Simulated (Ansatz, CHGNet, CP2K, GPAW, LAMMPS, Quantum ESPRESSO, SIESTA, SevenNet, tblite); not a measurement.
# What went wrong? SIESTA on aqueous Cs+ and SO4 2-, 1.7 mol of salt per kg of water at 360 K (106 atoms)

Program: SIESTA 5.4.2, a calculation on a cell of 37 O, 1 S, 66 H and 2 Cs, 10.3 Å³ an atom.

The input, input.fdf:

```
SystemLabel cell
NumberOfAtoms 106
NumberOfSpecies 4
%block ChemicalSpeciesLabel
  1 8 O
  2 16 S
  3 1 H
  4 55 Cs
%endblock ChemicalSpeciesLabel
LatticeConstant 1.0 Ang
%block LatticeVectors
  10.28660 0.00000 0.00000
  0.00000 10.28660 0.00000
  0.00000 0.00000 10.28660
%endblock LatticeVectors
PAO.BasisSize DZP
PAO.EnergyShift 0.01 Ry
XC.Functional GGA
XC.Authors PBE96
MeshCutoff 500 Ry
%block kgrid_Monkhorst_Pack
  1 0 0 0.0
  0 1 0 0.0
  0 0 1 0.0
%endblock kgrid_Monkhorst_Pack
SolutionMethod diagon
OccupationFunction FD
ElectronicTemperature 580 K
SCF.Mixer.Method Pulay
SCF.Mixer.Weight 0.15
SCF.Mixer.History 8
SCF.Mix Hamiltonian
MaxSCFIterations 60
SCF.DM.Tolerance 1e-04
SCF.H.Tolerance 1.0e-3 eV
WriteForces T
Write.HirshfeldPop T
Write.VoronoiPop T
Write.DM F
Write.H F
XML.Write F
AtomicCoordinatesFormat Fractional
%block AtomicCoordinatesAndAtomicSpecies
  0.33369 0.81119 0.99038 1
  0.20575 0.76501 0.02262 2
  0.11230 0.86468 0.03966 1
  0.16794 0.68239 0.91656 1
  0.21565 0.68485 0.13646 1
  0.57116 0.29467 0.50341 1
  0.61995 0.29911 0.58738 3
  0.51926 0.21252 0.50040 3
  0.36006 0.00977 0.16509 1
  0.35073 0.93655 0.10182 3
[... 92 atom lines left out ...]
  0.38836 0.20955 0.91682 3
  0.45382 0.33650 0.84754 3
  0.01560 0.82526 0.76294 4
  0.15880 0.29650 0.67854 4
%endblock AtomicCoordinatesAndAtomicSpecies
```

Started as:

```bash
$ OMP_NUM_THREADS=1 mpirun -np 2 siesta < input.fdf > output.txt
```

Output:

```text
Version         : 5.4.2
reinit: System Name:
reinit: System Label: cell
initatom: Reading input for the pseudopotentials and atomic orbitals ----------
Species number:   1 Atomic number:    8 Label: O
Species number:   2 Atomic number:   16 Label: S
Species number:   3 Atomic number:    1 Label: H
Species number:   4 Atomic number:   55 Label: Cs
Ground state valence configuration (from tables):   2s02  2p04  3d00  4f00
Ground state valence configuration (from tables):   3s02  3p04  3d00  4f00
Ground state valence configuration (from tables):   1s01  2p00  3d00  4f00
Ground state valence configuration (from tables):   6s01  6p00  5d00  4f00
---- Processing specs for species: O
GGA--PBE XC_GGA_X_PBE--XC_GGA_C_PBE pb
---- Processing specs for species: S
GGA--PBE XC_GGA_X_PBE--XC_GGA_C_PBE pb
---- Processing specs for species: H
GGA--PBE XC_GGA_X_PBE--XC_GGA_C_PBE pb
---- Processing specs for species: Cs
GGA--PBE XC_GGA_X_PBE--XC_GGA_C_PBE pb
Semicore shell(s) with  8 electrons included in the valence for Cs
Semicore shell(s): 5s 5p
Fallback to non-perturbative polarization scheme for Cs
Please see the manual if this is not desired in principle
O pseudopotential only contains V_ls up to l=2 -- lmxkb reset.
S pseudopotential only contains V_ls up to l=2 -- lmxkb reset.
H pseudopotential only contains V_ls up to l=1 -- lmxkb reset.
Using PAO.SplitTailNorm
atom: Called for O                     (Z =   8)
Maximum radius (at nrval) set to   50.00000 8518
read_vps: Pseudopotential generation method:
read_vps: ONCVPSP-3.Hamann oncvpsp
Valence charge in pseudo generation:    6.00000
read_vps: Pseudopotential includes a core correction:
read_vps: Pseudo-core for xc-correction
xc_check: Exchange-correlation functional:
xc_check: GGA PBE96
xc_check: WARNING: Pseudopotential generated with GGA PBE functional
GGAXC: Unknown author PBE96
GGAXC: Unknown author PBE96
Stopping Program from Node:    0
Stopping Program from Node:    0
```

It took 0.57 s on 2 MPI ranks of Arm Neoverse V2, shared host; peak memory 0.32 GiB.

Banners, paths, timers and routine set-up lines are dropped from the logs unmarked, and long logs keep their key lines alone; longer cuts are marked.

**Question.** Which part of the input is at fault, and how is it mended?

An unknown functional: functional PBE96.

The program stopped at the start.

[Also dropped from logs without a mark: logging warnings of Python, and SIESTA's first energy breakdown and zero terms.]

[Logs are printed without paths, hosts, clocks, repeated set-up lines and the standing remarks that a program may print on its own settings, such as how far it seeks lower states.]

[Hosts, paths, dates, database ids (printed as entryN), source tags and the programs' standing remarks are cut or masked in the printed files.]
